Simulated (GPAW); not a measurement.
Computed results, one entry a study.

```
Quasiparticle gap of RbCaH3 (Pm-3m) in GPAW
1.0
     4.54700    0.00000    0.00000
     0.00000    4.54700    0.00000
     0.00000    0.00000    4.54700
Rb Ca H
1 1 3
Direct
  0.00000 0.00000 0.00000
  0.50000 0.50000 0.50000
  0.00000 0.50000 0.50000
  0.50000 0.00000 0.50000
  0.50000 0.50000 0.00000
# method: DFT, LDA, plane waves, PAW (and 1 further level or step)
# program: GPAW 26.7.0
# settings of one run: cutoff 600 eV, GPAW PAW setups 1.2.1 data release, 4×4×4 k-mesh, nbands 326
# cost: 3 runs, 2.9 min in all on 4 MPI ranks of Arm Neoverse V1, shared host (the runs of this entry)
# notes: The cell and positions come from the Crystallography Open Database and are kept as given unless a step says otherwise. Limits: no spin-orbit coupling. Bands and cutoff are finite, so the gap is not at the basis limit. The miss can reach some tenths of an eV and take either sign; the mesh is an error of its own.
# LDA gap: 2.95 eV, direct
# G0W0 gap on the mesh: 5.67 eV
# GW settings: 4×4×4 mesh, 147 bands, screening to 78 eV, Godby-Needs plasmon pole
# known limits: not at the basis limit; no spin-orbit coupling
```

[Paths, hosts, dates, memory and timing lines, banners, echoed tables and standing remarks are left out of the program output.]

[Logs are printed without paths, hosts, clocks, repeated set-up lines and the standing remarks that a program may print on its own settings, such as how far it seeks lower states.]

[Runs of the session that timed out or met a known fault of the program may be left out.]

[Hosts, paths, dates, database ids (printed as entryN), source tags and the programs' standing remarks are cut or masked in the printed files.]
